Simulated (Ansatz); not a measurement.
**Work function of Ag(111): what the settings cost and change**

How far do functional and pseudopotentials move the work function of Ag(111), and at what cost?

Program: Ansatz 0.2.0. Level of theory: plane-wave DFT, PBE, Ansatz PAW, in the first sound run; inputs show where later runs differ. Values are calculated unless marked as measured.

**Measured values to reproduce.**

“Anisotropic work function of elemental crystals” (2019, arxiv:1902.07811) quotes from earlier work for Ag (clean (111) face, a compiled value): work function (clean (111) face, a compiled value) 4.53 eV.

Report form: inputs, costs, results and the conclusion, without the logs.

**1. The starting structure**

The cell holds 7 atoms: 7 Ag. Cell: a = 2.892 Å, b = 2.892 Å, c = 32.168 Å, α = 90.0°, β = 90.0°, γ = 60.0°. Vacuum lies along c.

**2. Slab, setting PBE, Ansatz PAW (420 eV)**

A work function rests on the faint tail of the density, so the SCF threshold is tight. PBE on the default files comes first; the next runs keep the geometry and change functional or files, each at the cutoff that its files recommend; a relaxation and, for heavy metals, spin-orbit coupling close the ladder.

Input file input.yaml:

```yaml
crystal:
  lattice:
    - [2.8920667351, 0.0, 0.0]
    - [1.4460333675, 2.504603262, 0.0]
    - [0.0, 0.0, 32.1681756059]
  atoms:
    - { symbol: Ag, position: [0.0, 0.0, 0.2797796216] }
    - { symbol: Ag, position: [0.3333333333, 0.3333333333, 0.3531864144] }
    - { symbol: Ag, position: [0.6666666667, 0.6666666667, 0.4265932072] }
    - { symbol: Ag, position: [0.0, 0.0, 0.5] }
    - { symbol: Ag, position: [0.3333333333, 0.3333333333, 0.5734067928] }
    - { symbol: Ag, position: [0.6666666667, 0.6666666667, 0.6468135856] }
    - { symbol: Ag, position: [0.0, 0.0, 0.7202203784] }
kpoints:
  mp_grid: { grid: [16, 16, 1] }
hamiltonian:
  xc: pbe
scf:
  occupations: { method: fermi_dirac, width: 0.1 }
  convergence: { dr2_threshold: 1.0e-09 }
efield:
  axis: 3
  dipole_correction: true
  ramp_position: 0.97
  ramp_width: 0.06
output:
  write_potential: true
  write_density: true
  volumetric_format: npy
  elf: true
```

Command:

```
ansatz run input.yaml --threads 4 --pin off --max-ram 6144MiB --backend cpu --events-out ev --progress --plain --runs-dir out
```

The job ended after 37 s (4 threads of Arm Neoverse N1, shared host; peak memory 1 GiB; 2.2 min of CPU time).

Numbers from this step:

```
energy at zero smearing   : -53133.1359 eV
work function, upper face : 4.450 eV
```

Running mean over 2.361 Å of the planar mean; the ramp of the sawtooth is left out. The electron's electrostatic potential energy less the Fermi level by z:

z (Å), electron's electrostatic potential energy less the Fermi level (eV) and a bar from the least value:
```
        4       4.45 ##############################
        5       4.44 ##############################
        6       4.38 ##############################
        7       3.51 ###########################
        8      -2.21 ###########
        9      -5.79 #
       10      -6.00 
       11      -6.06 
       12      -6.05 
       13      -6.02 
       14      -6.02 
       15      -6.03 
       16      -6.04 
       17      -6.03 
       18      -6.02 
       19      -6.02 
       20      -6.04 
       21      -6.07 
       22      -6.01 
       23      -5.88 #
       24      -3.29 ########
       25       2.95 ##########################
       26       4.34 ##############################
       27       4.44 ##############################
       28       4.45 ##############################
```

ELF in the ca plane at fractional y = 0.000, with atoms of Ag within 0.2 Å of it. It is the smooth field of the valence electrons, not physical close to the nuclei.

Ten even steps from '0' (0.00) to '9' (0.83), each cell a mean:
```
11122222247875222222111222223688642110000000
21122222235653222222112222212456422100000000
21223322222322222332212233212233221100000000
21224432222222223443212343212222211100000000
21223322222222222332212343212222221100000000
21222222224442222222212222212344321100000000
11112222246764222222111222223577632110000000
21122222258985222222112222223699742110000000
```
Columns run along c (16.0 Å, from fractional 0.38 to 0.88 of the cell), rows up along a (2.9 Å). Atoms in or near the plane, at fractional coordinates: Ag at (0.50, 0.00), Ag at (0.72, 0.00).

Valence density in the ca plane at fractional y = 0.000, with atoms of Ag within 0.2 Å of it. It is the smooth field of the valence electrons, not physical close to the nuclei.

Ten steps, logarithmic in the rise over the least value, from '0' (0 e/Å³) to '9' (19 e/Å³), each cell a mean:
```
10011111258986211111001111113799731000000000
11112211136763111221111122112566520000000000
21123321112332112332112333211233210000000000
21134431111111113443212343211111100000000000
21123421112221112442112343211122110000000000
11122221124542112222111222112355310000000000
11111111247875211111111111113688631000000000
10011111268996211111000111114799841000000000
```
Columns run along c (16.0 Å, from fractional 0.38 to 0.88 of the cell), rows up along a (2.9 Å). Atoms in or near the plane, at fractional coordinates: Ag at (0.50, 0.00), Ag at (0.72, 0.00).

Electrostatic potential energy in the ca plane at fractional y = 0.000, with atoms of Ag within 0.2 Å of it. With pseudopotentials it is smooth inside the atoms' cores, unlike the true potential.

Ten even steps from '0' (-31 eV) to '9' (11 eV), each cell a mean:
```
99999999730003799999999999986100158999999999
99988889863236898888999888997422479999999999
89876678987678987667898766899866799999999999
78874468999889987446888545799988999999999999
88875578998889987557898656899888899999999999
89987789875457898778998877898644689999999999
99998899851014899889999989996300269999999999
99999999730002799999999999985100058999999999
```
Columns run along c (16.0 Å, from fractional 0.38 to 0.88 of the cell; values clipped at the 3rd and 97th percentile), rows up along a (2.9 Å). Atoms in or near the plane, at fractional coordinates: Ag at (0.50, 0.00), Ag at (0.72, 0.00).

The work function is 4.450 eV.

**3. Slab**

This step: plane-wave DFT, LDA, Ansatz PAW (Ansatz 0.2.0).

input.yaml, as its differences from that of step 2:

```diff
@@ -16,3 +16,3 @@
 hamiltonian:
-  xc: pbe
+  xc: lda
 scf:
@@ -29,2 +29 @@
   volumetric_format: npy
-  elf: true
```

Run time: 37 s. Hardware: 4 threads; peak memory 0.99 GiB; 2.3 min of CPU time.

The work function is 4.875 eV, +0.424 eV from the run “PBE, Ansatz PAW (420 eV)”, at 1.0 times its CPU time.

**4. Slab**

This step: plane-wave DFT, PBEsol, Ansatz PAW (Ansatz 0.2.0).

input.yaml, as its differences from that of step 3:

```diff
@@ -16,3 +16,3 @@
 hamiltonian:
-  xc: lda
+  xc: pbesol
 scf:
```

Wall time 38 s (4 threads); peak memory 1 GiB.

The work function is 4.584 eV, +0.134 eV from the run “PBE, Ansatz PAW (420 eV)”, at 1.0 times its CPU time.

**5. Slab**

This step: plane-wave DFT, RPBE, Ansatz PAW (Ansatz 0.2.0).

input.yaml, as its differences from that of step 4:

```diff
@@ -16,3 +16,3 @@
 hamiltonian:
-  xc: pbesol
+  xc: rpbe
 scf:
```

The job ended after 37 s (4 threads; peak memory 1 GiB).

The work function is 4.251 eV, -0.200 eV from the run “PBE, Ansatz PAW (420 eV)”, at 1.0 times its CPU time.

**6. Slab**

This step: plane-wave DFT, r2SCAN, Ansatz PAW (Ansatz 0.2.0).

input.yaml, as its differences from that of step 5:

```diff
@@ -16,3 +16,3 @@
 hamiltonian:
-  xc: rpbe
+  xc: r2scan
 scf:
```

Wall time 98 s (4 threads); peak memory 1.6 GiB; 6.4 min of CPU time.

The work function is 4.410 eV, -0.040 eV from the run “PBE, Ansatz PAW (420 eV)”, at 2.9 times its CPU time.

**7. Slab**

This step: plane-wave DFT, PBE, JTH PAW (Ansatz 0.2.0).

input.yaml, as its differences from that of step 6:

```diff
@@ -16,3 +16,4 @@
 hamiltonian:
-  xc: r2scan
+  xc: pbe
+  pseudopotentials: { kind: paw, source: jth }
 scf:
```

Wall time 2.1 min (4 threads); peak memory 3 GiB; 8.3 min of CPU time.

The work function is 4.446 eV, -0.004 eV from the run “PBE, Ansatz PAW (420 eV)”, at 3.7 times its CPU time.

**8. Slab**

This step: plane-wave DFT, PBE, norm-conserving (Ansatz 0.2.0).

input.yaml, as its differences from that of step 7:

```diff
@@ -17,3 +17,3 @@
   xc: pbe
-  pseudopotentials: { kind: paw, source: jth }
+  pseudopotentials: { kind: nc }
 scf:
```

It took 2.2 min on 4 threads; peak memory 2.5 GiB.

The work function is 4.450 eV, -0.000 eV from the run “PBE, Ansatz PAW (420 eV)”, at 3.8 times its CPU time.

**9. Slab**

This step: plane-wave DFT, LDA, norm-conserving (Ansatz 0.2.0).

input.yaml, as its differences from that of step 8:

```diff
@@ -16,3 +16,3 @@
 hamiltonian:
-  xc: pbe
+  xc: lda
   pseudopotentials: { kind: nc }
```

Wall time 2.7 min (4 threads); peak memory 3.2 GiB; 11 min of CPU time.

The work function is 4.878 eV, +0.427 eV from the run “PBE, Ansatz PAW (420 eV)”, at 4.8 times its CPU time.

**10. Slab, setting PBE, all layers relaxed**

This step: plane-wave DFT, PBE, Ansatz PAW (Ansatz 0.2.0).

input.yaml, as its differences from that of step 9:

```diff
@@ -16,4 +16,3 @@
 hamiltonian:
-  xc: lda
-  pseudopotentials: { kind: nc }
+  xc: pbe
 scf:
@@ -26,2 +25,5 @@
   ramp_width: 0.06
+relax:
+  f_tol: 0.01
+  max_steps: 40
 output:
```

Wall time 82 s (4 threads); peak memory 0.89 GiB.

The relaxation took 3 steps and lowered the energy by 0.024 eV; the largest force on the free atoms ends at 0.0011 eV/Å.

The work function is 4.487 eV, +0.036 eV from the run “PBE, Ansatz PAW (420 eV)”, at 2.4 times its CPU time.

**11. Slab**

This step: plane-wave DFT, PBE, fully relativistic PAW with spin-orbit coupling (Ansatz 0.2.0).

input.yaml, as its differences from that of step 10:

```diff
@@ -17,2 +17,3 @@
   xc: pbe
+  pseudopotentials: { kind: paw_fr }
 scf:
@@ -25,5 +26,5 @@
   ramp_width: 0.06
-relax:
-  f_tol: 0.01
-  max_steps: 40
+magnetization:
+  noncollinear: true
+  spin_orbit: true
 output:
```

Wall time 5.3 min (4 threads); peak memory 3.8 GiB.

The work function is 4.455 eV, +0.005 eV from the run “PBE, Ansatz PAW (420 eV)”, at 9.4 times its CPU time.

**12. The series together**

Times are for 4 threads of Arm Neoverse N1, shared host. The runs compared:

```csv
no.,setting,"work function, upper face (eV)",time,memory (GiB)
1,"PBE, Ansatz PAW (420 eV)",4.450,37 s,1
2,"LDA, Ansatz PAW (420 eV)",4.875,37 s,0.99
3,"PBEsol, Ansatz PAW (420 eV)",4.584,38 s,1
4,"RPBE, Ansatz PAW (420 eV)",4.251,37 s,1
5,"r2SCAN, Ansatz PAW (500 eV)",4.410,98 s,1.6
6,"PBE, JTH PAW (1380 eV)",4.446,2.1 min,3
7,"PBE, norm-conserving (960 eV)",4.450,2.2 min,2.5
8,"LDA, norm-conserving (1170 eV)",4.878,2.7 min,3.2
9,"PBE, all layers relaxed",4.487,82 s,0.89
10,PBE with spin-orbit coupling (420 eV),4.455,5.3 min,3.8
```

**13. Varying the input**

This step: plane-wave DFT, PBE, Ansatz PAW (Ansatz 0.2.0).

An input spoilt on purpose, to show how the run answers: it repeats the earlier run “PBE, Ansatz PAW (420 eV)” with efield.axis from 3 to 0, and scf.max_iter set to 50; its output block differs too.

input.yaml, as its differences from that of step 11:

```diff
@@ -17,3 +17,2 @@
   xc: pbe
-  pseudopotentials: { kind: paw_fr }
 scf:
@@ -21,4 +20,5 @@
   convergence: { dr2_threshold: 1.0e-09 }
+  max_iter: 50
 efield:
-  axis: 3
+  axis: 0
   dipole_correction: true
@@ -26,5 +26,2 @@
   ramp_width: 0.06
-magnetization:
-  noncollinear: true
-  spin_orbit: true
 output:
```

It took 0.02 s on 4 threads; peak memory 0.1 GiB; 0.02 s of CPU time.

The program refused the input before any cycle.

The program's message: “Error: invalid value for `efield.axis`: must be in [1, 3]; got 0”

The fault put into the input: an axis of 0, outside the range 1 to 3.

**14. Summary of results**

```yaml
work_function_pbe_ansatz_paw_420_ev: 4.450 eV
work_function_lda_ansatz_paw_420_ev: 4.875 eV
work_function_rpbe_ansatz_paw_420_ev: 4.251 eV
work_function_r2scan_ansatz_paw_500_ev: 4.410 eV
work_function_lda_norm_conserving_1170_ev: 4.878 eV
work_function_pbe_all_layers_relaxed: 4.487 eV
work_function_pbe_with_spin_orbit_coupling_420_ev: 4.455 eV
```

PBE on the default files gives 4.45 eV, and the settings tried spread the value from 4.25 to 4.88 eV. At one geometry LDA lies 0.42 eV above PBE. The choice of pseudopotentials moves the PBE value by 0.004 eV. Relaxing the layers changes it by +0.036 eV. Spin-orbit coupling, on the fully relativistic files, changes it by +0.01 eV. The ladder's slabs use the tabulated experimental lattice constant (two decimals; a low-temperature value for the alkali metals).

Comparison with the measured values:

```
                                               quantity  measured  PBE, Ansatz PAW (420 eV)  RPBE, Ansatz PAW (420 eV)  r2SCAN, Ansatz PAW (500 eV)  LDA, norm-conserving (1170 eV)  PBE, all layers relaxed  PBE with spin-orbit coupling (420 eV)
work function (clean (111) face, a compiled value) (eV)      4.53           4.45 (-0.08 eV)            4.25 (-0.28 eV)              4.41 (-0.12 eV)                 4.88 (+0.35 eV)          4.49 (-0.04 eV)                        4.46 (-0.07 eV)
```

Measured values from arxiv:1902.07811 (2019).

How well it matches: For the work function, of the levels listed nearest comes PBE, all layers relaxed (-0.04 eV, good agreement) and farthest LDA, norm-conserving (1170 eV) (+0.35 eV, a clear miss).

[Long decimals in the printed logs are rounded to 6 places.]

[Logs are printed without paths, hosts, clocks, repeated set-up lines and the standing remarks that a program may print on its own settings, such as how far it seeks lower states.]

[Hosts, paths, dates, database ids (printed as entryN), source tags and the programs' standing remarks are cut or masked in the printed files.]

[Maps of the electrostatic potential energy from Ansatz leave out the sawtooth potential of an applied field or a dipole correction, so their vacuum need not be flat; planar profiles and work functions include it.]
